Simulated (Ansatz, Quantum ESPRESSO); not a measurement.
# Hf2CO2 MXene, 1 layer: the gap on the mesh at a withheld member of a series

**Set-up.** Quantum ESPRESSO 7.5, PBE, SG15 norm-conserving. Cell and atoms are relaxed under PBE (GBRV files) and held. Screened hybrids with norm-conserving files, screening 0.106 per bohr, fixed occupations, a 9×9×1 mesh with exchange on 3×3×1 q points. Levels count from the potential in the middle of the vacuum. The series steps the share of short-range exact exchange (0.25 is HSE06, 0 is PBE).

| share of short-range exact exchange | gap on the mesh (eV) |
| --- | --- |
| 0 | 0.997 |
| 0.1 | 1.260 |
| 0.15 | 1.394 |
| 0.25 | 1.666 |
| 0.3 | 1.804 |
| 0.4 | 2.085 |

One more run was made and is withheld. What is the gap on the mesh at 0.2?

By hand: The rows at 0.15 and 0.25 give a slope of (1.666 − (1.394))/(0.25 − (0.15)) = 2.72, so a straight line gives 1.530 eV. A parabola through these and the row at 0.1 gives 1.529 eV.

**The withheld run.** 1.529 eV. The line misses by +0.001 and the parabola by 0.000 eV. Both misses are under 5 % of the step from the nearer row.

**Limits.** Gaps are those of the mesh; no spin-orbit coupling; the q mesh was not tested; the geometry stays that of PBE.
